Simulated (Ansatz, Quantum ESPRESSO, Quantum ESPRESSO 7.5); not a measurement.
# Au(111) with three reversed steps (a thin twin lamella): ballistic transmission

Wanted: the transmission near the Fermi level and the conductance of this junction: Au(111) with three reversed steps (a thin twin lamella).

Program: Quantum ESPRESSO 7.5. Level of theory: plane-wave DFT, PBE, JTH PAW pseudopotentials (cross-check by Ansatz 0.2.0 with PAW datasets). Results are calculated unless marked as measured.

## 1. The starting structure

The cell holds 15 atoms: 15 Au. Cell: a = 2.949 Å, b = 2.949 Å, c = 36.113 Å, α = 90.0°, β = 90.0°, γ = 60.0°. It derives from Au. Regions: left lead, 6 atoms (6 Au); channel, 3 atoms (3 Au); right lead, 6 atoms (6 Au). The structure is stacked along c, and the current runs across the ab planes.

## 2. SCF with pw.x

One periodic cell holds a stretch of lead, the junction and more lead; the atoms stay as built.

Contents of scf.in:

```
&control
  prefix = 'scf'
  outdir = './out'
  pseudo_dir = './pseudo'
  calculation = 'scf'
  tprnfor = .true.
/
&system
  ibrav = 0
  nat = 15
  ntyp = 1
  ecutwfc = 45
  ecutrho = 360
  occupations = 'smearing'
  smearing = 'mv'
  degauss = 0.01
/
&electrons
  conv_thr = 1e-07
  mixing_beta = 0.25
  electron_maxstep = 120
  mixing_mode = 'local-TF'
/
ATOMIC_SPECIES
  Au  196.9666  Au.GGA_PBE-JTH.UPF
CELL_PARAMETERS angstrom
  2.94863527754790 0.00000000000000 0.00000000000000
  1.47431763877395 2.55359305685146 0.00000000000000
  0.00000000000000 0.00000000000000 36.11325933781109
ATOMIC_POSITIONS crystal
  Au  0.000000000000 0.000000000000 0.000000000000
  Au  0.333333333000 0.333333333000 0.066666666667
  Au  0.666666667000 0.666666667000 0.133333333333
  Au  0.000000000000 0.000000000000 0.200000000000
  Au  0.333333333000 0.333333333000 0.266666666667
  Au  0.666666667000 0.666666667000 0.333333333333
  Au  0.333333333000 0.333333333000 0.400000000000
  Au  0.000000000000 0.000000000000 0.466666666667
  Au  0.666666667000 0.666666667000 0.533333333333
  Au  0.000000000000 0.000000000000 0.600000000000
  Au  0.333333333000 0.333333333000 0.666666666667
  Au  0.666666667000 0.666666667000 0.733333333333
  Au  0.000000000000 0.000000000000 0.800000000000
  Au  0.333333333000 0.333333333000 0.866666666667
  Au  0.666666667000 0.666666667000 0.933333333333
K_POINTS automatic
  9 9 1 0 0 0
```

The run is started by

```sh
OMP_NUM_THREADS=1 mpirun -n 4 pw.x -nk 4 -in scf.in > scf.out
```

The program printed:

```text
Program PWSCF v.7.5 starts
[citation notice left out]

     Parallel version (MPI & OpenMP), running on       4 processor cores
     Number of MPI processes:                 4
     Threads/MPI process:                     1

     MPI processes distributed on     1 nodes
[...]
Current dimensions of program PWSCF are:
     Max number of different atomic species (ntypx) = 10
     Max number of k-points (npk) =  40000
     Max angular momentum in pseudopotentials (lmaxx) =  4
     file Au.GGA_PBE-JTH.UPF: wavefunction(s)  6S 0S 6P 0P 5D 0D renormalized
     Message from routine setup:
     using ibrav=0 with symmetry is DISCOURAGED, use correct ibrav instead

     K-points division:     npool     =       4
     Subspace diagonalization in iterative solution of the eigenvalue problem:
     a serial algorithm will be used

     G-vector sticks info
     --------------------
     sticks:   dense  smooth     PW     G-vecs:    dense   smooth      PW
     Sum         769     379    121               211673    74745   13075

     Using Slab Decomposition

     bravais-lattice index     =            0
     lattice parameter (alat)  =       5.5721  a.u.
     unit-cell volume          =    1834.9999 (a.u.)^3
     number of atoms/cell      =           15
     number of atomic types    =            1
     number of electrons       =       165.00
     number of Kohn-Sham states=          100
     kinetic-energy cutoff     =      45.0000  Ry
     charge density cutoff     =     360.0000  Ry
     scf convergence threshold =      1.0E-07
     mixing beta               =       0.2500
     number of iterations used =            8  local-TF  mixing
     Exchange-correlation= SLA PW PBX PBC
                           (   1   4   3   4   0   0   0)

     celldm(1)=   5.572113  celldm(2)=   0.000000  celldm(3)=   0.000000
     celldm(4)=   0.000000  celldm(5)=   0.000000  celldm(6)=   0.000000

     crystal axes: (cart. coord. in units of alat)
               a(1) = (   1.000000   0.000000   0.000000 )
               a(2) = (   0.500000   0.866025   0.000000 )
               a(3) = (   0.000000   0.000000  12.247449 )

     reciprocal axes: (cart. coord. in units 2 pi/alat)
               b(1) = (  1.000000 -0.577350  0.000000 )
               b(2) = (  0.000000  1.154701  0.000000 )
               b(3) = (  0.000000  0.000000  0.081650 )

     PseudoPot. # 1 for Au read from file:
     ./pseudo/Au.GGA_PBE-JTH.UPF
     Pseudo is Projector augmented-wave + core cor, Zval = 11.0
     Generated using ATOMPAW code
     Shape of augmentation charge: SINC**2
     Using radial grid of 1127 points,  6 beta functions with:
                l(1) =   0
                l(2) =   0
                l(3) =   1
                l(4) =   1
                l(5) =   2
                l(6) =   2
     Q(r) pseudized with 0 coefficients

     atomic species   valence    mass     pseudopotential
     Au               11.00   196.96660     Au( 1.00)

      6 Sym. Ops. (no inversion) found

   Cartesian axes

     site n.     atom                  positions (alat units)
         1        Au     tau(   1) = (   0.0000000   0.0000000   0.0000000  )
         2        Au     tau(   2) = (   0.5000000   0.2886751   0.8164966  )
         3        Au     tau(   3) = (   1.0000000   0.5773503   1.6329932  )
         4        Au     tau(   4) = (   0.0000000   0.0000000   2.4494897  )
         5        Au     tau(   5) = (   0.5000000   0.2886751   3.2659863  )
         6        Au     tau(   6) = (   1.0000000   0.5773503   4.0824829  )
         7        Au     tau(   7) = (   0.5000000   0.2886751   4.8989795  )
         8        Au     tau(   8) = (   0.0000000   0.0000000   5.7154761  )
         9        Au     tau(   9) = (   1.0000000   0.5773503   6.5319726  )
        10        Au     tau(  10) = (   0.0000000   0.0000000   7.3484692  )
        11        Au     tau(  11) = (   0.5000000   0.2886751   8.1649658  )
        12        Au     tau(  12) = (   1.0000000   0.5773503   8.9814624  )
        13        Au     tau(  13) = (   0.0000000   0.0000000   9.7979590  )
        14        Au     tau(  14) = (   0.5000000   0.2886751  10.6144556  )
        15        Au     tau(  15) = (   1.0000000   0.5773503  11.4309521  )

     number of k points=    12  Marzari-Vanderbilt smearing, width (Ry)=  0.0100
                       cart. coord. in units 2pi/alat
        k(    1) = (   0.0000000   0.0000000   0.0000000), wk =   0.0246914
        k(    2) = (   0.0000000   0.1283001   0.0000000), wk =   0.1481481
        k(    3) = (   0.0000000   0.2566001   0.0000000), wk =   0.1481481
        k(    4) = (   0.0000000   0.3849002   0.0000000), wk =   0.1481481
        k(    5) = (   0.0000000   0.5132002   0.0000000), wk =   0.1481481
        k(    6) = (   0.1111111   0.1924501   0.0000000), wk =   0.1481481
        k(    7) = (   0.1111111   0.3207501   0.0000000), wk =   0.2962963
        k(    8) = (   0.1111111   0.4490502   0.0000000), wk =   0.2962963
        k(    9) = (   0.1111111  -0.5773503   0.0000000), wk =   0.1481481
        k(   10) = (   0.2222222   0.3849002   0.0000000), wk =   0.1481481
        k(   11) = (   0.2222222  -0.6415003   0.0000000), wk =   0.2962963
        k(   12) = (   0.3333333  -0.5773503   0.0000000), wk =   0.0493827

     Dense  grid:   211673 G-vectors     FFT dimensions: (  36,  36, 432)

     Smooth grid:    74745 G-vectors     FFT dimensions: (  24,  24, 300)

     Estimated max dynamical RAM per process >     409.15 MB

     Estimated total dynamical RAM >       1.45 GB

     Initial potential from superposition of free atoms

     starting charge     164.9984, renormalised to     165.0000
     Starting wfcs are  270 randomized atomic wfcs
     Checking if some PAW data can be deallocated...

     total cpu time spent up to now is        7.4 secs

     per-process dynamical memory:   195.7 Mb

     Self-consistent Calculation

     iteration #  1     ecut=    45.00 Ry     beta= 0.25
     Davidson diagonalization with overlap
     ethr =  1.00E-02,  avg # of iterations =  2.3

     Threshold (ethr) on eigenvalues was too large:
     Diagonalizing with lowered threshold

     Davidson diagonalization with overlap
     ethr =  3.67E-04,  avg # of iterations =  5.1

     total cpu time spent up to now is       24.5 secs

     total energy              =  -11627.22165206 Ry
     estimated scf accuracy    <       0.75806662 Ry

     iteration #  2     ecut=    45.00 Ry     beta= 0.25
[...]
total energy              =  -11627.00180312 Ry
[...]
10.4451  10.4451  10.5086  10.5086  10.5154  10.5154  10.5454  10.5454
    10.5529  10.5529  10.5799  10.5799  10.6291  10.6291  11.0515  11.0547
    11.5417  11.5417  11.5474  11.5474  11.6375  11.6375  11.6427  11.6427
    11.6648  11.6648  11.6899  11.6899  11.7803  11.7803  11.9548  11.9548
    11.9639  11.9639  12.2257  12.2257  12.2945  12.2945  12.3393  12.3406
    12.5362  12.5362  12.5573  12.5573  12.7019  12.7019  12.7243  12.7243
    13.7218  13.7329  17.7975  17.8026  19.7493  19.7515  22.2219  22.2307
    24.8595  24.8643  27.4401  27.4777

          k = 0.0000 0.1283 0.0000 (  9261 PWs)   bands (ev):

     5.8279   5.9678   5.9738   6.3799   6.3844   7.0021   7.0042   7.6651
     7.6735   8.0798   8.0971   8.1944   8.2083   8.2112   8.2206   9.8490
     9.9230   9.9296   9.9786   9.9928  10.0419  10.1113  10.1250  10.1317
    10.1755  10.1876  10.2033  10.2322  10.2936  10.3332  10.3736  10.4391
    10.4503  10.4917  10.5016  10.5036  10.5155  10.5171  10.5268  10.5318
    10.5438  10.5639  10.5781  10.5839  10.6112  10.6252  10.6493  10.6610
    10.6831  10.6857  10.7103  10.7405  10.7524  10.7689  10.7868  10.8398
    11.1360  11.2405  11.3137  11.3352  11.3766  11.3779  11.4627  11.5049
    11.5478  11.5893  11.6329  11.6902  11.6928  11.7342  11.7781  11.7789
    11.8235  11.9306  12.0287  12.0953  12.1229  12.1604  12.4134  12.4429
    12.4603  12.6670  12.6770  12.7622  12.7653  13.0109  13.7249  13.8336
    15.0054  15.0133  17.8608  17.8917  19.9221  19.9599  22.4118  22.4360
    25.0514  25.0591  27.5962  27.6808

          k = 0.0000 0.2566 0.0000 (  9314 PWs)   bands (ev):

     6.7948   6.8927   6.9357   7.2250   7.2872   7.7574   7.7903   8.3149
     8.3830   8.6133   8.7044   8.7741   8.8069   8.8731   8.9331   9.3089
     9.4164   9.4964   9.5630   9.6742   9.7500   9.7864   9.8147   9.8494
     9.8789   9.9099   9.9516  10.0129  10.0510  10.1198  10.2635  10.3683
    10.4110  10.4633  10.4841  10.5206  10.5653  10.6011  10.6015  10.6200
    10.6467  10.6595  10.7221  10.7253  10.7422  10.7827  10.8228  10.9091
    10.9123  10.9794  11.0125  11.0594  11.0768  11.0953  11.1352  11.1661
    11.1940  11.2727  11.3074  11.3661  11.3665  11.3834  11.3902  11.4149
    11.4626  11.5243  11.5918  11.6997  11.7443  11.8631  11.8636  11.9244
    11.9842  12.0324  12.0975  12.2972  12.3612  12.4437  12.5799  12.6094
    12.6487  12.7754  12.8062  13.1433  13.6301  13.9944  14.9599  15.0572
    16.4675  16.6172  18.2866  18.5725  20.4444  20.7429  22.8491  22.9765
    24.5327  24.8821  25.0137  25.1803

          k = 0.0000 0.3849 0.0000 (  9316 PWs)   bands (ev):

     7.7631   7.8183   7.9096   8.0006   8.1667   8.2348   8.3362   8.4066
     8.4681   8.5151   8.6361   8.7254   8.7844   8.8176   8.8827   8.9276
     9.0002   9.0501   9.1395   9.1708   9.3788   9.5425   9.6084   9.7917
     9.9380   9.9948  10.1573  10.3199  10.3704  10.3932  10.4195  10.4442
    10.4603  10.4618  10.5122  10.5269  10.5724  10.6629  10.6993  10.7444
    10.7834  10.8206  10.9398  10.9997  11.0439  11.1156  11.1849  11.1899
    11.3516  11.4930  11.5587  11.6057  11.6625  11.7707  11.8838  11.8944
    11.9788  12.0532  12.0967  12.1091  12.1519  12.1598  12.1661  12.1681
    12.1886  12.2071  12.2105  12.2164  12.2360  12.2447  12.3157  12.3189
    12.3322  12.3958  12.4149  12.4220  12.4781  12.6541  12.6824  12.8424
    12.8582  12.9202  13.1883  13.9470  14.5697  15.0797  16.1444  16.2508
    17.4899  17.7768  19.3331  19.9788  20.5776  20.7180  20.8045  21.0709
    21.2741  21.4886  21.8649  22.3720

          k = 0.0000 0.5132 0.0000 (  9374 PWs)   bands (ev):

     7.9430   7.9993   8.0935   8.1728   8.2318   8.2916   8.3011   8.3932
     8.4324   8.4970   8.5043   8.5295   8.5700   8.5985   8.6332   8.6856
     8.7403   8.7744   8.8530   8.9342   9.1503   9.3169   9.5899   9.6633
     9.9174  10.0642  10.1311  10.1373  10.2368  10.2873  10.3279  10.3491
    10.4889  10.5259  10.5467  10.6414  10.7900  10.8014  10.8558  10.8839
    11.2275  11.2411  11.2667  11.3005  11.4238  11.4862  11.7554  11.8001
    12.0003  12.0783  12.2551  12.2638  12.2995  12.3359  12.5600  12.6135
    12.6350  12.6591  12.6691  12.6781  12.6855  12.6979  12.7099  12.7100
    12.7407  12.7489  12.7861  12.8046  12.8136  12.8340  12.8638  12.8883
    12.8986  12.9411  12.9806  13.4330  13.7323  13.7986  14.0499  14.2199
    14.3125  14.3664  14.7048  15.1714  15.7524  16.4247  16.8695  17.1095
    17.1848  17.2860  17.5227  17.7990  18.1460  18.1904  18.5648  19.1660
    19.4564  19.4932  19.7473  20.2219

          k = 0.1111 0.1925 0.0000 (  9290 PWs)   bands (ev):

     6.5011   6.6285   6.6333   7.0055   7.0058   7.5788   7.5803   8.2243
     8.2244   8.6315   8.6377   8.6971   8.6991   8.7089   8.7160   9.5871
     9.6039   9.6550   9.6734   9.7623   9.7950   9.8157   9.8353   9.8736
     9.9018   9.9333   9.9439   9.9596  10.0062  10.0442  10.1161  10.1651
    10.3550  10.3735  10.4023  10.4076  10.4895  10.5957  10.6225  10.6414
    10.6602  10.6634  10.6726  10.6907  10.7598  10.7732  10.8022  10.8405
    10.8477  10.8625  10.9921  10.9959  11.0472  11.0675  11.0837  11.0923
    11.1877  11.1981  11.2425  11.2754  11.2943  11.3352  11.3746  11.3774
    11.3979  11.4074  11.5069  11.6516  11.6601  11.8699  11.8862  11.9230
    11.9347  11.9737  12.1295  12.1594  12.3197  12.3224  12.4917  12.5044
    12.6069  12.6215  12.8814  12.8977  13.6153  13.6240  14.7124  14.7132
    16.1929  16.1983  18.1925  18.1995  20.3724  20.3729  22.7931  22.7947
    25.2809  25.2857  26.9288  27.0092

[...]
the Fermi energy is    14.7353 ev

!    total energy              =  -11627.12415068 Ry
     total all-electron energy =    -11627.124151 Ry
     estimated scf accuracy    <       0.00000002 Ry
     smearing contrib. (-TS)   =      -0.00007888 Ry
     internal energy E=F+TS    =  -11627.12407180 Ry

     The total energy is F=E-TS. E is the sum of the following terms:
     one-electron contribution =     172.02645668 Ry
     hartree contribution      =     117.70732483 Ry
     xc contribution           =    -167.12912087 Ry
     ewald contribution        =   -1056.00431946 Ry
     one-center paw contrib.   =  -10693.72441298 Ry

     convergence has been achieved in  18 iterations

     Forces acting on atoms (cartesian axes, Ry/au):

     atom    1 type  1   force =     0.00000000    0.00000000    0.00005365
     atom    2 type  1   force =     0.00000000    0.00000000   -0.00008505
     atom    3 type  1   force =     0.00000000    0.00000000   -0.00004159
     atom    4 type  1   force =     0.00000000    0.00000000    0.00007345
     atom    5 type  1   force =     0.00000000    0.00000000   -0.00121931
     atom    6 type  1   force =     0.00000000    0.00000000   -0.00106986
     atom    7 type  1   force =     0.00000000    0.00000000    0.00154522
     atom    8 type  1   force =     0.00000000    0.00000000   -0.00149606
     atom    9 type  1   force =     0.00000000    0.00000000    0.00106961
     atom   10 type  1   force =     0.00000000    0.00000000    0.00115244
     atom   11 type  1   force =     0.00000000    0.00000000   -0.00012128
     atom   12 type  1   force =     0.00000000    0.00000000    0.00002215
     atom   13 type  1   force =     0.00000000    0.00000000    0.00006198
     atom   14 type  1   force =     0.00000000    0.00000000    0.00000741
     atom   15 type  1   force =     0.00000000    0.00000000    0.00004725

     Total force =     0.003125     Total SCF correction =     0.000517
     SCF correction compared to forces is large: reduce conv_thr to get better values

[...]
=------------------------------------------------------------------------------=
   JOB DONE.
=------------------------------------------------------------------------------=
```

The job ended after 4.3 min (4 MPI ranks of Arm Neoverse V2, shared host; peak memory 1.5 GiB).

This step gave:

* free energy: -158195.0831 eV
* Fermi energy: 14.74 eV

The program's own clock; routines nest. Time by routine:

```tsv
routine	wall time (s)	calls
PWSCF	259.1	1
electrons	249.8	1
c_bands	217.3	19
cegterg	193.6	57
h_psi	100.5	408
fftw	59.42	56458
vloc_psi	58.98	408
calbec	25.84	477
add_vuspsi	20.41	408
s_psi	20.4	408
h_psi:calbec	20.39	408
sum_band	15.46	19
PAW_pot	9.2	19
init_run	7.32	1
```

The run needed 18 iterations to bring the estimated error under 1e-07 Ry; the largest force on any atom, held or free, is 0.04 eV/Å.

[end of part 1 of 3]

[Logs are printed without paths, hosts, clocks, repeated set-up lines and the standing remarks that a program may print on its own settings, such as how far it seeks lower states.]

[Hosts, paths, dates, database ids (printed as entryN), source tags and the programs' standing remarks are cut or masked in the printed files.]

[Maps of the electrostatic potential energy from Ansatz leave out the sawtooth potential of an applied field or a dipole correction, so their vacuum need not be flat; planar profiles and work functions include it.]
